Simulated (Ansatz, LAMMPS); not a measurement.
**Relaxing a frame of liquid fluorobenzene from 280 K (192 atoms)**

How does a frame of liquid fluorobenzene from 280 K (192 atoms) relax, and what do bonds, charges and levels look like afterwards?

Program: Ansatz 0.2.0. Level of theory: Kohn-Sham DFT, PBE+D4, PAW (set soft_2), plane waves. Results are calculated unless marked as measured.

## Step 1: Set-up

The cell holds 192 atoms: 16 F, 96 C and 80 H. Cell: a = 13.578 Å, b = 13.578 Å, c = 13.578 Å, α = 90.0°, β = 90.0°, γ = 90.0°. 16 fluorobenzene placed at random, at 1.02 g/cm³; overlaps pushed apart, then 10 ps at 430 K with MMFF94 bonds, angles, torsions, charges and radii (Halgren, J. Comput. Chem. 17, 490 (1996)) in harmonic and 12-6 forms. Snapshot after 20 ps at 280 K and fixed volume.

Limits known from the start: The network of contacts between molecules at the start is that of the classical potential that made the cell. The density was typed from a rule of thumb and may lie off the real one at this temperature. The Brillouin zone is sampled at Γ only, in a cell whose shortest periodic width is 14 Å.

## Step 2: Single point at the start

The forces at the start show how far the geometry lies from a minimum of this functional.

The input, input.yaml:

```yaml
crystal:
  lattice:
    - [13.57805, 0.0, 0.0]
    - [0.0, 13.57805, 0.0]
    - [0.0, 0.0, 13.57805]
  atoms:
    - { symbol: F, position: [0.1844, 0.59485, 0.65227] }
    - { symbol: C, position: [0.23072, 0.58507, 0.56295] }
    - { symbol: C, position: [0.27046, 0.66416, 0.51722] }
    - { symbol: C, position: [0.31653, 0.65629, 0.42993] }
    [... 182 atom lines left out ...]
    - { symbol: C, position: [0.65031, 0.22158, 0.90965] }
    - { symbol: H, position: [0.5069, 0.0794, 0.76378] }
    - { symbol: H, position: [0.57003, 0.95325, 0.88672] }
    - { symbol: H, position: [0.68227, 0.00135, 0.02289] }
    - { symbol: H, position: [0.72381, 0.18219, 0.04476] }
    - { symbol: H, position: [0.67105, 0.29972, 0.9151] }
kpoints:
  mp_grid: { grid: [1, 1, 1] }
hamiltonian:
  xc: pbe
  dispersion: d4
scf:
  occupations: { method: gaussian, width: 0.025 }
output:
  forces: true
  stress: true
  populations: true
  dos:
    method: { smearing: { sigma: 0.1 } }
    de: 0.1
    projected: { site_lists: { C: [C], F: [F], H: [H] } }
  eigenvalues: true
```

Run with:

```console
$ ansatz run input.yaml --threads 4 --pin off --max-ram 8192MiB --backend cpu --events-out ev --progress --plain --runs-dir out
```

The job ended after 63 s (4 threads of Arm Neoverse V1, shared host; peak memory 3.4 GiB).

The run gave:

* free energy: -38289.1324 eV
* free energy per atom: -199.4226 eV/atom
* SCF cycles: 10
* pressure: 1.469 GPa
* r.m.s. force component: 0.9736 eV/Å
* longest force: 4.137 eV/Å
* Fermi energy: 0.8973 eV
* gap (highest filled to lowest empty level): 4.136 eV
* spilling of the projection: 0.01256

The r.m.s. force component of 0.97 eV/Å and the pressure of 1.5 GPa set the starting point.

Length of the force by element:

```
element  coordination  atoms  mean length of the force (eV/Å)  spread  least  most
      C           all     96                             1.90   0.853  0.254  4.14
      F           all     16                             1.11   0.496  0.257  2.31
      H           all     80                            0.991   0.591  0.134  2.72
```

## Step 3: Relaxation

With the cell held, the atoms are moved downhill towards a nearby minimum.

input.yaml, the sections that differ from step 2:

```yaml
output:
  forces: true
relax:
  f_tol: 0.05
  max_steps: 200
# crystal, kpoints, hamiltonian, scf: as in step 2
```

Wall time 12 min (4 threads); peak memory 3.3 GiB.

Step by step (22 of 25):

```
step  energy less that of the first step (eV)  largest force component (eV/Å)
   1                                   0.0000                          3.6002
   2                                  -5.8586                          1.6924
   3                                  -7.1810                          0.8366
   4                                  -7.5126                          0.1723
   6                                  -7.6988                          0.1707
   7                                  -7.7487                          0.1565
   8                                  -7.7874                          0.1446
   9                                  -7.8160                          0.1595
  10                                  -7.8350                          0.1654
  11                                  -7.8560                          0.1649
  12                                  -7.8845                          0.1905
  14                                  -7.9277                          0.2358
  15                                  -7.9476                          0.2286
  16                                  -7.9673                          0.1903
  17                                  -7.9838                          0.1910
  18                                  -7.9957                          0.1924
  19                                  -8.0055                          0.1680
  20                                  -8.0140                          0.1142
  22                                  -8.0193                          0.0492
  23                                  -8.0224                          0.0343
  24                                  -8.0257                          0.0282
  25                                  -8.0282                          0.0393
```

The atoms that moved most (Å):

```
atom      dx      dy      dz  length
F181  -1.090  -1.549   0.656   2.005
H188   0.126  -1.549   1.168   1.944
H179  -1.725  -0.615   0.434   1.882
H180  -1.578  -0.705  -0.083   1.731
 F61   1.636   0.014  -0.228   1.652
H189   1.128  -0.751   0.902   1.628
 H72   1.216   0.982   0.113   1.567
C174  -1.404  -0.548   0.344   1.546
```

The relaxation changed the energy by -41.8 meV/atom, and atoms moved by 0.82 Å r.m.s., 2.0 Å at most.

## Step 4: Local order after relaxation

Bonds before and after, by the cutoffs listed below:

```
pair  bonds before  bonds after  mean before (Å)  mean after (Å)  spread before (Å)  spread after (Å)
 C-C            96           96            1.388           1.394              0.026             0.003
 C-H            80           80            1.090           1.090              0.032             0.001
 C-F            16           16            1.347           1.363              0.028             0.002
```

Density 1.02 g/cm³, 13.04 Å³ an atom.

Pair distribution functions g(r), in bins of 0.2 Å:

```
r (Å)  total    C-C   C-H   C-F   H-H   H-F   F-F
 1.00   3.74   0.00  9.00  0.00  0.00  0.00  0.00
 1.20   0.00   0.00  0.00  0.00  0.00  0.00  0.00
 1.40   3.20  10.95  0.00  5.50  0.00  0.00  0.00
 1.60   0.00   0.00  0.00  0.00  0.00  0.00  0.00
 1.80   0.00   0.00  0.00  0.00  0.00  0.00  0.00
 2.00   0.00   0.00  0.00  0.00  0.00  0.00  0.00
 2.20   1.83   0.00  4.40  0.00  0.00  0.00  0.00
 2.40   1.57   3.58  0.00  3.68  1.99  0.39  0.00
 2.60   0.69   0.00  0.00  0.00  2.05  4.81  0.00
 2.80   0.71   1.32  0.11  0.00  1.08  2.10  0.00
 3.00   0.35   0.00  0.45  0.00  0.69  0.52  0.00
 3.20   0.60   0.00  0.96  0.00  0.73  1.06  0.00
 3.40   1.42   0.00  2.67  1.27  0.89  0.60  2.09
 3.60   0.90   0.18  0.94  2.93  0.98  0.65  0.62
 3.80   1.28   0.96  1.68  1.21  0.92  0.81  3.25
 4.00   0.81   0.99  0.76  0.73  0.78  0.73  0.48
 4.20   1.03   1.10  1.02  1.42  0.88  0.89  0.43
 4.40   1.03   1.09  0.80  0.81  1.78  0.52  1.19
 4.60   0.99   0.99  0.89  1.19  0.66  2.24  0.74
 4.80   1.00   0.97  1.04  1.18  0.96  0.87  0.69
 5.00   0.99   0.87  0.83  1.09  1.49  1.09  1.24
 5.20   1.00   1.18  0.84  0.98  0.97  1.35  1.74
 5.40   0.97   1.10  0.99  0.93  0.80  0.88  1.07
 5.60   1.10   1.27  1.10  1.01  0.97  0.92  0.50
 5.80   0.98   1.07  0.97  1.06  0.82  1.06  0.46
 6.00   1.05   1.22  1.04  0.97  0.99  0.78  0.64
 6.20   0.97   1.02  0.98  1.08  0.89  0.83  0.59
 6.40   1.05   1.21  0.99  0.93  1.14  0.82  0.76
```

Bonds by pair of elements; cutoffs follow the first minimum of g(r), held within bounds set by covalent radii, and pairs that aren't listed don't count as bonded:

```
pair A-B  cutoff (Å)  bonds  mean length (Å)  spread (Å)  shortest (Å)  B about A  A about B
     C-C        1.77     96             1.39       0.003          1.39          2          2
     C-H        1.34     80             1.09       0.001          1.09      0.833          1
     C-F        1.62     16             1.36       0.002          1.36      0.167          1
```

How many atoms have how many bonded neighbours:

```
element  mean   1   3
      C     3   0  96
      F     1  16   0
      H     1  80   0
```

Bond angles (no mean is given where the spread exceeds 20°):

```
angle  count  mean (°)  spread (°)
C-C-H    160       120         0.8
C-C-C     96       120         1.6
C-C-F     32       119         0.1
```

Rings of the network by King's shortest-path rule, up to 12 atoms, one path for each pair of neighbours; H, halogens, alkali and alkaline-earth atoms are left out, and the last column divides by all other atoms, bonded or not:

```
ring size (atoms)  rings  per network atom
                6     16             0.167
```

Counting bonds as in the table, all C atoms have 3, all F atoms have 1 and all H atoms have 1 bonded neighbour. The C-C-H angle averages 120° with a spread of 0.8°. All rings counted have 6 atoms.

## Step 5: Single point at the relaxed geometry

The electronic structure is read at the final geometry, in a run of its own.

The input, input.yaml:

```yaml
crystal:
  lattice:
    - [13.57805, 0.0, 0.0]
    - [0.0, 13.57805, 0.0]
    - [0.0, 0.0, 13.57805]
  atoms:
    - { symbol: F, position: [0.16176, 0.60831, 0.6443] }
    - { symbol: C, position: [0.21619, 0.60389, 0.56024] }
    - { symbol: C, position: [0.26067, 0.68942, 0.52597] }
    - { symbol: C, position: [0.31601, 0.68417, 0.43946] }
    [... 182 atom lines left out ...]
    - { symbol: C, position: [0.62891, 0.18058, 0.91517] }
    - { symbol: H, position: [0.51621, 0.96529, 0.84978] }
    - { symbol: H, position: [0.65311, 0.89792, 0.95314] }
    - { symbol: H, position: [0.77341, 0.01158, 0.03214] }
    - { symbol: H, position: [0.75781, 0.1924, 0.00699] }
    - { symbol: H, position: [0.61964, 0.25936, 0.90377] }
kpoints:
  mp_grid: { grid: [1, 1, 1] }
hamiltonian:
  xc: pbe
  dispersion: d4
scf:
  occupations: { method: gaussian, width: 0.025 }
output:
  forces: true
  stress: true
  populations: true
  dos:
    method: { smearing: { sigma: 0.1 } }
    de: 0.1
    projected: { site_lists: { C: [C], F: [F], H: [H] } }
  eigenvalues: true
  write_density: true
  write_potential: true
  volumetric_format: npy
  elf: true
```

Run time: 61 s. Hardware: 4 threads; peak memory 3.4 GiB.

The program notes that the exchange-correlation potential is rough where the density is thin.

Read from the output:

```
free energy                                      : -38297.1606 eV
free energy per atom                             : -199.4644 eV/atom
SCF cycles                                       : 9
pressure                                         : -0.3356 GPa
r.m.s. force component                           : 0.00734 eV/Å
longest force                                    : 0.05394 eV/Å
Fermi energy                                     : 0.877 eV
gap (highest filled to lowest empty level) : 4.305 eV
spilling of the projection                       : 0.01245
```

Löwdin charges by element (they lack the spilled electrons, 0.037 e an atom on average):

```
element  coordination  atoms  mean charge (e)  spread   least    most
      C           all     96           -0.057   0.182  -0.172   0.361
      F           all     16           -0.242  0.0026  -0.246  -0.237
      H           all     80            0.206  0.0075   0.188   0.222
```

Density of states as counts of states in windows of 1 eV (from the Fermi level), total and the larger projections:

```
from (eV)  to (eV)  total   C p   H s   F p   C s
      -18      -17   32.0   6.1   2.3   0.3  22.3
      -17      -16    0.0   0.0   0.0   0.0   0.0
      -16      -15    8.0   2.1   0.9   0.0   4.9
      -15      -14   55.9  13.9   5.2   1.6  33.4
      -14      -12    0.0   0.0   0.0   0.0   0.0
      -12      -11   63.9  29.2   6.9   7.6  17.6
      -11      -10    0.1   0.1   0.0   0.0   0.0
      -10       -9   31.9  15.8   4.5   8.4   1.7
       -9       -8   52.5  28.7   8.6   9.6   4.8
       -8       -7   61.1  29.7   5.7  23.1   1.9
       -7       -6   46.5  30.9  11.5   2.0   1.4
       -6       -5   79.6  47.0   8.8  22.0   1.0
       -5       -4   48.3  31.0   9.1   7.6   0.1
       -4       -3    0.7   0.7   0.0   0.0   0.0
       -3       -2   63.3  59.3   0.0   3.7   0.0
       -2        1    0.0   0.0   0.0   0.0   0.0
        1        2    0.2   0.2   0.0   0.0   0.0
        2        3   65.2  58.5   1.2   1.0   0.4
        3        4   17.8   2.8   5.6   0.3   1.9
        4        5   34.4   5.5   9.1   0.8   3.8
```

The stored curve holds about 544 of the 576 electrons; the rest, give or take the few that broadening carries across the Fermi level, lie in deeper levels below its range.

The levels nearest the highest filled one (over half full), pooled over k-points and spins:

```
level less the highest filled one (eV)  occupation
                                -0.116           2
                                -0.105           2
                               -0.0991           2
                               -0.0415           2
                               -0.0078           2
                                     0           2
                                  4.30           0
                                  4.32           0
                                  4.33           0
                                  4.37           0
                                  4.38           0
                                  4.42           0
```

Mean Löwdin charges: C -0.06, F -0.24, H +0.21 e (they miss 1.2 % of the electrons, so they add up to more than the cell's charge). The largest share in the top eV of filled states is C p (94 % of the projected weight), and in the lowest eV of empty states C p (95 % of the projected weight).

## Step 6: Results

| Quantity | Value |
| --- | --- |
| energy change in the relaxation | -41.81 meV/atom |
| r.m.s. displacement | 0.821 Å |
| largest displacement | 2.005 Å |
| free energy per atom | -199.4644 eV/atom |
| pressure | -0.3356 GPa |
| r.m.s. force component | 0.00734 eV/Å |
| gap (highest filled to lowest empty level) | 4.305 eV |
| wall time of the 3 DFT runs | 14 min |

What this shows: Relaxation lowers the energy by 41.8 meV/atom and moves atoms by 0.82 Å r.m.s.; the r.m.s. force component goes from 0.97 to 0.0073 eV/Å, the pressure goes from 1.5 to -0.34 GPa, and the gap from 4.14 to 4.30 eV. By the final cutoffs no bond was broken or made. From the first step to the last the energy fell by 8.028 eV, and the largest move was 2.00 Å (F181). The C-F bonds change most in mean length: from 1.347 Å (spread 0.028) to 1.363 Å (spread 0.002). Counting bonds as in the table, all C atoms have 3, all F atoms have 1 and all H atoms have 1 bonded neighbour. The highest filled and lowest empty levels differ by 4.30 eV (at Γ alone); a semilocal functional tends to put such gaps too low. In a disordered cell it changes from sample to sample and from frame to frame.

**Limits.** The network of contacts between molecules at the start is that of the classical potential that made the cell; in DFT atoms moved by 0.82 Å r.m.s.

[Logs are printed without paths, hosts, clocks, repeated set-up lines and the standing remarks that a program may print on its own settings, such as how far it seeks lower states.]

[Hosts, paths, dates, database ids (printed as entryN), source tags and the programs' standing remarks are cut or masked in the printed files.]

[The MMFF94 radii named for the starting cell were scaled by 0.96; in molecules described by MMFF94, hydrogen bound to N, O or S took a small fixed 12-6 site in their place.]
